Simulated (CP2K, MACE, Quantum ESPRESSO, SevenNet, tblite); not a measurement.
# Zr in place of Hf in random rock-salt (Ti, Nb, Ta, Hf)C solid solution (64 atoms): do the methods agree on the site?

Aim: compare the energies of Zr in place of Hf at unlike sites of random rock-salt (Ti, Nb, Ta, Hf)C solid solution (64 atoms), with plane waves as the reference.

The results are calculated values.

**1. The structure**

The cell holds 64 atoms (11 Nb, 32 C, 3 Ti, 9 Hf and 9 Ta), with edges of 8.99, 8.99 and 8.99 Å. Recipe: rock-salt lattice (a = 4.495 Å, the mean of the end members), 2 x 2 x 2 cells, metal sites filled at random with 3 Ti, 11 Nb, 9 Ta, 9 Hf; every coordinate displaced by a Gaussian of 0.05 Å Then the atoms were relaxed with SevenNet 0 in the fixed cell.

**2. The reference input**

Quantum ESPRESSO 7.5: Kohn-Sham DFT, PBE, SSSP efficiency 1.3.0 pseudopotentials, plane waves. Its input, pw.in, for the unchanged cell:

```
&control
  calculation = 'scf'
  pseudo_dir = './pseudo'
  outdir = './tmp'
  disk_io = 'none'
  tprnfor = .true.
  tstress = .true.
/
&system
  ibrav = 0
  nat = 64
  ntyp = 5
  ecutwfc = 60
  ecutrho = 480
  nosym = .true.
  occupations = 'smearing'
  smearing = 'fd'
  degauss = 0.003675
/
&electrons
  conv_thr = 3.2e-07
  electron_maxstep = 100
  mixing_beta = 0.2
  mixing_mode = 'local-TF'
  diagonalization = 'david'
/
ATOMIC_SPECIES
Nb 92.906 Nb.upf
C 12.011 C.upf
Ti 47.867 Ti.upf
Hf 178.490 Hf.upf
Ta 180.948 Ta.upf
CELL_PARAMETERS angstrom
8.99000 0.00000 0.00000
0.00000 8.99000 0.00000
0.00000 0.00000 8.99000
ATOMIC_POSITIONS crystal
Nb 0.99948 0.00135 0.00118
C 0.24985 0.00274 0.99588
Ti 0.00019 0.24976 0.24921
C 0.24551 0.25182 0.24770
[... 58 atom lines left out ...]
Hf 0.75151 0.75120 0.50108
C 0.49993 0.75017 0.49850
K_POINTS gamma
```

```console
$ OMP_NUM_THREADS=1 mpirun -np 4 pw.x -in pw.in > output.txt
```

The job ended after 3.2 min (4 MPI ranks of Intel Xeon Platinum 8488C (Sapphire Rapids), shared host; peak memory 3.5 GiB; 13 min of CPU time).

It converged with an r.m.s. force component of 0.15 eV/Å and a pressure of 2.4 GPa.

**3. The levels**

The levels share the cells and solve them as single points, though not every level runs every cell. CPU time is summed over a level's finished runs, on a host shared with the other runs, so it is rough; the force column is the median over cells of the r.m.s. difference of force components from the reference.

| level | basis or training data | k-points | runs finished | CPU time | peak memory (GiB) | force difference (meV/Å) |
| --- | --- | --- | --- | --- | --- | --- |
| QE, PBE | plane waves, SSSP efficiency, 60/480 Ry | Γ | 4 of 4 | 56 min | 3.5 | reference |
| CP2K double zeta, PBE | DZVP-MOLOPT-SR, GTH, 800 Ry | Γ | 3 of 3 | 46 min | 7.1 | 53 |
| MACE MPA-0 medium | trained on PBE(+U) plane-wave data | - | 4 of 4 | 28 s | 1.0 | 143 |
| SevenNet 0 | trained on PBE(+U) plane-wave data | - | 4 of 4 | 27 s | 0.82 | 149 |

The reference's own r.m.s. force component runs from 146 to 151 meV/Å over these cells. SevenNet 0 relaxed the atoms, so in the cells that it relaxed its forces are near zero and its entry mostly repeats the reference's forces.

**4. The sites**

Each changed cell was relaxed with SevenNet 0 before the single points. Neighbours are the site's nearest atoms before the change.

```tsv
site	nearest atoms	their mean distance (Å)	atoms within 6 Å	largest move on relaxing (Å)	longest force left in the reference (eV/Å)
Hf35	C6	2.28	80	0.02	0.48
Hf31	C6	2.26	80	0.01	0.47
Hf37	C6	2.25	80	0.01	0.49
```

**5. Site energies**

All changed cells hold the same atoms, so within one level their energies compare with no chemical potential. Energies in eV, less that of Hf35, the reference's cheapest site; the last column is the largest deviation from the reference once each row's mean is taken off.

```tsv
level	Hf35	Hf31	Hf37	cheapest	largest deviation
QE, PBE	0.00	0.02	0.05	Hf35	-
CP2K double zeta, PBE	0.00	0.04	0.06	Hf35	0.01
MACE MPA-0 medium	0.00	0.05	0.06	Hf35	0.01
SevenNet 0	0.00	0.02	0.07	Hf35	0.02
```

**6. What came out**

In the reference the cheapest site is Hf35 (C6) and the dearest Hf37 (C6), 0.049 eV higher, a spread too small to rank at these residual forces. All levels stay within 0.02 eV of the reference. The other programs at PBE deviate by 0.01 eV at most, the learned potentials by 0.01 to 0.02 eV.

Caveats: The geometries are those of SevenNet 0; forces of up to 0.49 eV/Å remain in the reference, so relaxing in DFT would lower the energies, by amounts that can differ from site to site. For SevenNet 0 alone these are relaxed energies. Defects interact with their periodic images. Only 3 of the 9 Hf sites are compared. Learned potentials know no electrons, so they can't tell charge or spin states of the defect. The reference samples only Γ, in a cell whose shortest periodic width is 9 Å. Spin–orbit coupling is left out, which matters for the levels of the heavy elements. The reference isn't exact: its cutoffs and mesh weren't converged further here. The learned potentials mimic data converged in k, so the sampling error of the reference's coarse mesh counts against them here, while programs on the same mesh share it. The reference has no spin polarisation, so local moments can't form. Where levels are smeared, the DFT runs use Fermi–Dirac occupations at 580 K (0.05 eV), and energies are free energies.

[Long decimals in the printed logs are rounded to 6 places.]

[Logs are printed without paths, hosts, clocks, repeated set-up lines and the standing remarks that a program may print on its own settings, such as how far it seeks lower states.]

[Hosts, paths, dates, database ids (printed as entryN), source tags and the programs' standing remarks are cut or masked in the printed files.]
